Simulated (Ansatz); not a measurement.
# Memory against size: graphene/h-GaN/graphene sandwich (62 atoms) repeated, support functions

The cell holds 62 atoms: 48 C, 7 Ga and 7 N. Its edges and angles: a = 8.507 Å, b = 8.507 Å, c = 22.960 Å, α = 90.0°, β = 90.0°, γ = 120.0°. It derives from C and GaN. 12 cells of graphene (a = 2.46 Å, strained -0.17 %) and 7 cells of h-GaN (a = 3.21 Å, +0.17 %) on one hexagonal cell, twist 49.11 deg; facing planes 3.5, 3.46 Å apart; 16 Å of vacuum; displaced by a Gaussian of 0.01 Å. Regions: layer 1, 24 atoms (24 C); layer 2, 14 atoms (7 Ga and 7 N); layer 3, 24 atoms (24 C). Vacuum lies along c.

Calculated with Ansatz 0.2.0: Kohn-Sham DFT, PBE+D4, PAW (set soft_2), localised support functions (medium); the typed cell is repeated and solved at Γ on 1 × NVIDIA H100 80GB HBM3 with 5 threads of AMD EPYC 7R13 (Zen 3), shared host.

```
atoms  memory planned on the GPU (GiB)  repeats  SCF cycles
   62                              3.3    1×1×1          24
  248                                ?        ?           ?
  558                             15.5    3×3×1          21
  992                             25.3    4×4×1          21
 2232                             53.3    6×6×1          22
```

Task: Fit a power law of the atom count to the rows given and interpolate to the withheld row.

Worked fit:

A power law y = A x^b is a line in u = ln x and v = ln y.

| u = ln x | v = ln y |
| --- | --- |
| 4.12713 | 1.19392 |
| 6.32436 | 2.74084 |
| 6.89972 | 3.23080 |
| 7.71065 | 3.97594 |

With n = 4: mean u = 6.26547, mean v = 2.78538, Σ(u − ū)² = 7.0668, Σ(u − ū)(v − v̄) = 5.4035. Slope b = 5.4035 / 7.0668 = 0.76464; intercept a = v̄ − b ū = -2.0054.

At the withheld row u = 5.513, v = a + b u = 2.210, and y = exp(v).

Prediction at 248: 9.119 GiB. The run gave 8.5 GiB, so the fit is high by 0.62 GiB (7.3 % of the value).

The fitted exponent is 0.76. Between neighbouring rows, the withheld one included, the exponents are 0.68, 0.74, 0.85 and 0.92, so one power law doesn't hold over the range. Among the rows given, the largest relative miss of the fit is at 558, by 1.5 GiB (9.4 %).

Limits: One run a row. Whether the card's size bounds the plan at the largest cells wasn't tested.

[Logs are printed without paths, hosts, clocks, repeated set-up lines and the standing remarks that a program may print on its own settings, such as how far it seeks lower states.]

[Hosts, paths, dates, database ids (printed as entryN), source tags and the programs' standing remarks are cut or masked in the printed files.]
